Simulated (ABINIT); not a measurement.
Planning a run of ABINIT 10.8.3 on CdSe (F-43m). The input:

```
acell 3*1.0 Angstrom
rprim 
  0.000000000000 3.025000000000 3.025000000000
  3.025000000000 0.000000000000 3.025000000000
  3.025000000000 3.025000000000 0.000000000000
ntypat 2
znucl 48 34
natom 2
typat 1 2
xred 
  0.000000000000 0.000000000000 0.000000000000
  0.750000000000 0.750000000000 0.750000000000
pp_dirpath "pseudos"
pseudos "Cd.upf, Se.upf"
ecut 48
iscf -2
irdden 1
kptopt 0
nkpt 50
kpt 
  0.00000000 0.00000000 0.00000000
  -0.06250000 -0.06250000 0.00000000
  -0.12500000 -0.12500000 0.00000000
  -0.18750000 -0.18750000 0.00000000
  -0.25000000 -0.25000000 0.00000000
  -0.31250000 -0.31250000 0.00000000
  -0.37500000 -0.37500000 0.00000000
  -0.43750000 -0.43750000 0.00000000
  -0.50000000 -0.50000000 0.00000000
  -0.48437500 -0.48437500 0.03125000
  -0.46875000 -0.46875000 0.06250000
  -0.45312500 -0.45312500 0.09375000
  -0.43750000 -0.43750000 0.12500000
  -0.42187500 -0.42187500 0.15625000
  -0.40625000 -0.40625000 0.18750000
  -0.39062500 -0.39062500 0.21875000
  -0.37500000 -0.37500000 0.25000000
  -0.37500000 0.00000000 0.37500000
  -0.32812500 0.00000000 0.32812500
  -0.28125000 0.00000000 0.28125000
  -0.23437500 0.00000000 0.23437500
  -0.18750000 0.00000000 0.18750000
  -0.14062500 0.00000000 0.14062500
  -0.09375000 0.00000000 0.09375000
  -0.04687500 0.00000000 0.04687500
  0.00000000 0.00000000 0.00000000
  0.00000000 0.00000000 0.06250000
  0.00000000 0.00000000 0.12500000
  0.00000000 0.00000000 0.18750000
  0.00000000 0.00000000 0.25000000
  0.00000000 0.00000000 0.31250000
  0.00000000 0.00000000 0.37500000
  0.00000000 0.00000000 0.43750000
  -0.00000000 -0.00000000 0.50000000
  -0.06250000 -0.03125000 0.46875000
  -0.12500000 -0.06250000 0.43750000
  -0.18750000 -0.09375000 0.40625000
  -0.25000000 -0.12500000 0.37500000
  -0.31250000 -0.15625000 0.34375000
  -0.37500000 -0.18750000 0.31250000
  -0.43750000 -0.21875000 0.28125000
  -0.50000000 -0.25000000 0.25000000
  -0.50000000 -0.28125000 0.21875000
  -0.50000000 -0.31250000 0.18750000
  -0.50000000 -0.34375000 0.15625000
  -0.50000000 -0.37500000 0.12500000
  -0.50000000 -0.40625000 0.09375000
  -0.50000000 -0.43750000 0.06250000
  -0.50000000 -0.46875000 0.03125000
  -0.50000000 -0.50000000 0.00000000
istwfk *1
nband 29
nbdbuf 2
tolwfr 1e-08
nstep 40
prtwf 0
prtvol 0
indata_prefix "in"
outdata_prefix "out"
tmpdata_prefix "tmp"
```

```sh
OMP_NUM_THREADS=1 mpirun -n 4 abinit run.abi > log
```

**Question.** How long will it take on 4 MPI ranks of Arm Neoverse V2, shared host, and how much memory?

It took 37 s; on shared hardware allow 18 s to 74 s. Peak host memory was 0.42 GiB.

[Paths, hosts, dates, memory and timing lines, banners, echoed tables and standing remarks are left out of the program output.]

[Logs are printed without paths, hosts, clocks, repeated set-up lines and the standing remarks that a program may print on its own settings, such as how far it seeks lower states.]

[Runs of the session that timed out or met a known fault of the program may be left out.]

[Hosts, paths, dates, database ids (printed as entryN), source tags and the programs' standing remarks are cut or masked in the printed files.]

[G0W0 gaps are taken among the corrected bands and points alone; a level outside them can change the order at an edge.]

[Where Ansatz stands beside ABINIT at settings called matched, ABINIT's density can come from a denser mesh and the files from another edition; pairs whose starting gaps differed by over 0.03 eV were left out, so agreement reads better than it is.]
